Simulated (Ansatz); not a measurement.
# SiO2 (P3_121): the host for defect calculations

Aim: the runs on the perfect crystal SiO2 (P3_121) that a defect calculation needs first.

Method: plane-wave PAW DFT, r2SCAN; single point of the host's primitive cell on a dense mesh; PAW set soft_1, in the first sound run; inputs show where later runs differ, in Ansatz 0.2.0.

Most raw output is cut from this account.

### Step 1. Set-up

Symmetry: P3_121, No. 152, trigonal system. The conventional cell has a = 4.921 Å, b = 4.921 Å, c = 5.417 Å, α = 90.00°, β = 90.00°, γ = 120.00°. Nearest to Si lie 4 O at 1.61 to 1.62 Å. Nearest to O lie 2 Si at 1.61 to 1.62 Å. Farther neighbours and most contacts between anions are not listed.

### Step 2. Primitive cell on a dense mesh

A dense mesh gives the host's converged energy, against which the supercell's sampling is tested.

File dense/input.yaml:

```yaml
crystal:
  lattice:
    - [4.9211020672, 0.0, 0.0]
    - [-2.4605510336, 4.2617994048, 0.0]
    - [0.0, 0.0, 5.4165347629]
  atoms:
    - { symbol: Si, position: [0.5310287163, 0.5310287163, 0.0] }
    - { symbol: Si, position: [0.0, 0.4689712837, 0.6666666667] }
    - { symbol: Si, position: [0.4689712837, 0.0, 0.3333333333] }
    - { symbol: O, position: [0.2690380509, 0.413212997, 0.7845842363] }
    - { symbol: O, position: [0.586787003, 0.8558250538, 0.1179175696] }
    - { symbol: O, position: [0.1441749462, 0.7309619491, 0.4512509029] }
    - { symbol: O, position: [0.413212997, 0.2690380509, 0.2154157637] }
    - { symbol: O, position: [0.7309619491, 0.1441749462, 0.5487490971] }
    - { symbol: O, position: [0.8558250538, 0.586787003, 0.8820824304] }
basis:
  ecutwfc: 500
  xc_grid: 2
hamiltonian:
  xc: r2scan
  pseudopotentials: { kind: paw, azcp: { folder: soft_1 } }
kpoints:
  mp_grid: { grid: [7, 7, 5] }
scf:
  occupations: { method: fermi_dirac, width: 0.01 }
  max_iter: 80
```

On the command line:

```bash
$ ansatz run input.yaml --threads 4 --pin off --max-ram 7536MiB --backend cpu --events-out ev --progress --plain --runs-dir out
```

The job ended after 4.4 s (4 threads of Arm Neoverse V2, shared host; peak memory 0.43 GiB; 17 s of CPU time).

### Step 3. Self-consistent run

This step: plane-wave PAW DFT, r2SCAN; single point of the defect-free supercell, a test of its k-points; PAW set soft_1 (Ansatz 0.2.0).

System of this step: SiO2 (P3_121). The cell holds 54 atoms: 18 Si and 36 O. Cell: a = 8.524 Å, b = 8.524 Å, c = 10.833 Å, α = 90.0°, β = 90.0°, γ = 120.0°.

File pristine.sampling/input.yaml:

```yaml
crystal:
  lattice:
    - [7.3816531007, 4.2617994048, 0.0]
    - [-7.3816531007, 4.2617994048, 0.0]
    - [0.0, 0.0, 10.8330695259]
  atoms:
    - { symbol: Si, position: [0.0206858109, 0.5103429054, 0.0] }
    - { symbol: Si, position: [0.3540191442, 0.1770095721, 0.0] }
    - { symbol: Si, position: [0.6873524775, 0.8436762388, 0.0] }
    - { symbol: Si, position: [0.1563237612, 0.3126475225, 0.3333333334] }
    - { symbol: Si, position: [0.4896570946, 0.9793141891, 0.3333333334] }
    - { symbol: Si, position: [0.8229904279, 0.6459808558, 0.3333333334] }
    - { symbol: Si, position: [0.1563237612, 0.8436762388, 0.1666666666] }
    - { symbol: Si, position: [0.4896570946, 0.5103429054, 0.1666666666] }
[... 42 atom lines left out ...]
    - { symbol: O, position: [0.9583789651, 0.1857959811, 0.7743745486] }
    - { symbol: O, position: [0.1475373523, 0.4392496507, 0.9410412152] }
    - { symbol: O, position: [0.4808706856, 0.1059163174, 0.9410412152] }
    - { symbol: O, position: [0.8142040189, 0.7725829841, 0.9410412152] }
basis:
  ecutwfc: 500
  xc_grid: 2
hamiltonian:
  xc: r2scan
  pseudopotentials: { kind: paw, azcp: { folder: soft_1 } }
kpoints:
  mp_grid: { grid: [1, 1, 1], shift: [0.25, 0.25, 0.25] }
scf:
  occupations: { method: fermi_dirac, width: 0.01 }
  max_iter: 80
```

Wall time 7.6 s (4 threads); peak memory 1.3 GiB; 29 s of CPU time.

Numbers from this step:

```yaml
energy_over_dense_mesh: 7.24e-5 eV/atom
```

### Step 4. Defect free supercell relaxed from its symmetric sites

This cell, the one that will hold the defects, is built from the relaxed host. Its coarser k-points can move the atoms a little, so it is relaxed from the symmetric sites, as the reference for the test of stability.

This step: plane-wave PAW DFT, r2SCAN; relaxation of the defect-free supercell from its symmetric sites; PAW set soft_1 (Ansatz 0.2.0).

pristine.symmetric/input.yaml, as its differences from pristine.sampling/input.yaml of step 3:

```diff
@@ -71 +71,12 @@
   max_iter: 80
+output:
+  forces: true
+relax:
+  f_tol: 0.01
+  max_steps: 60
+  escape_saddle: false
+checkpoint:
+  write: "../pristine.symmetric.run"
+  compress: false
+  write_wavefunctions: false
+  write_every: 100000
```

The job ended after 14 s (4 threads; peak memory 1.3 GiB).

Hardly anything moved in the relaxation; the energy changed by under 0.2 meV an atom.

### Step 5. Defect free supercell relaxed from displaced atoms

This step: plane-wave PAW DFT, r2SCAN; relaxation of the defect-free supercell from random displacements, a test of the host's stability; PAW set soft_1 (Ansatz 0.2.0).

pristine.rattled/input.yaml, as its differences from pristine.symmetric/input.yaml of step 4:

```diff
@@ -75,6 +75,6 @@
   f_tol: 0.01
-  max_steps: 60
-  escape_saddle: false
+  max_steps: 120
+  random_displacement: { amplitude: 0.08, seed: 855 }
 checkpoint:
-  write: "../pristine.symmetric.run"
+  write: "../pristine.rattled.run"
   compress: false
```

Elapsed: 38 s, on 4 threads; peak memory 1.3 GiB; 2.4 min of CPU time.

Step by step:

| step | energy less that of the first step (eV) | largest force component (eV/Å) |
| --- | --- | --- |
| 1 | 0.0000 | 6.7988 |
| 2 | -3.9795 | 4.1636 |
| 3 | -6.5389 | 0.0797 |
| 4 | -6.5444 | 0.0033 |
| 5 | -6.5444 | 0.0033 |

The relaxation ends 121 meV an atom lower than the displaced start, with a largest force component of 0.0033 eV/Å.

### Step 6. Outcome

```json
{"supercell relaxed in its symmetry less the displaced and relaxed one": "0.000 eV", "energy an atom at one point at (¼, ¼, ¼) less that on the dense mesh": "0.000 eV"}
```

**Reading.** Step 5: The energy fell by 6.544 eV from the randomly displaced start; the atoms end within 0.005 Å of the sites as typed, once the mean shift is taken out. The displaced cell ends within 0.01 eV of the symmetric one relaxed in its symmetry, so no lower structure shows in this supercell. All at zero temperature.

[Logs are printed without paths, hosts, clocks, repeated set-up lines and the standing remarks that a program may print on its own settings, such as how far it seeks lower states.]

[Hosts, paths, dates, database ids (printed as entryN), source tags and the programs' standing remarks are cut or masked in the printed files.]

[Runs of the host that timed out are not shown.]

[For some hosts the program warned that the k-mesh of the response run may be too coarse for force constants and the static dielectric constant; such warnings are not always shown.]
